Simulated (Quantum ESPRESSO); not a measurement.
# Cobalt: energy over the lowest, ferro ++ against volume, fitted and tested on a withheld row

System: Cobalt, 2 Co in the cell, space group P6_3/mmc. From the study “Cobalt: orders under volume”.

Method: PBE; plane waves with GBRV 1.5 PBE potentials (Quantum ESPRESSO 7.5). Settings shared by all rows: cutoff 544.23 eV, 12×12×12 k-mesh, fermi-dirac occupations, smearing width 0.136 eV.

Results; the value marked ? is withheld:

| volume (factor) | energy over the lowest, ferro ++ (meV an atom) |
| --- | --- |
| 0.94 | 14.24 |
| 0.97 | 0.00 |
| 1 | 0.04 |
| 1.03 | ? |
| 1.06 | 34.44 |
| 1.1 | 77.27 |

Fit the rows given and predict the energy over the lowest, ferro ++ at volume = 1.03 factor.

**Law.** Energy against volume follows the Birch–Murnaghan form, which is a polynomial in the Eulerian strain: second order (which fixes B′ at 4), a parabola in t = (V/1.03)^(−2/3) − 1. In symbols, E = c0 + c1 t + c2 t², with energy over the lowest, ferro ++ in meV an atom.

**Fit.** Least squares on 5 rows gives c0 = 12.0163, c1 = -892.244 and c2 = 14733.5.

| volume (factor) | t | computed | fit | computed − fit |
| --- | --- | --- | --- | --- |
| 0.94 | 0.062852 | 14.24 | 14.140 | 0.100 |
| 0.97 | 0.040823 | 0.00 | 0.146 | -0.146 |
| 1 | 0.019901 | 0.04 | 0.095 | -0.055 |
| 1.06 | -0.018958 | 34.44 | 34.227 | 0.213 |
| 1.1 | -0.042887 | 77.27 | 77.382 | -0.112 |

The slope vanishes at t = 0.03028, so the minimum lies at V = 1.03 × (1 + t)^(−3/2) = 0.9849. That is the minimum of this magnetic state alone.

Shape and fractional positions are held, so this modulus can lie above that of a cell free to relax.

**Prediction.** At volume = 1.03 factor, t = 0, so the law predicts 12.016 meV an atom. The computed value is 12.12 meV an atom, 0.104 above the prediction. The row lies between fitted rows, so this is an interpolation. The miss is smaller than the rms residual of the fit, 0.136.

[Hosts, paths, dates, database ids (printed as entryN), source tags and the programs' standing remarks are cut or masked in the printed files.]

[Where a cell is said to come from a database of computed structures, the database is the Materials Project.]
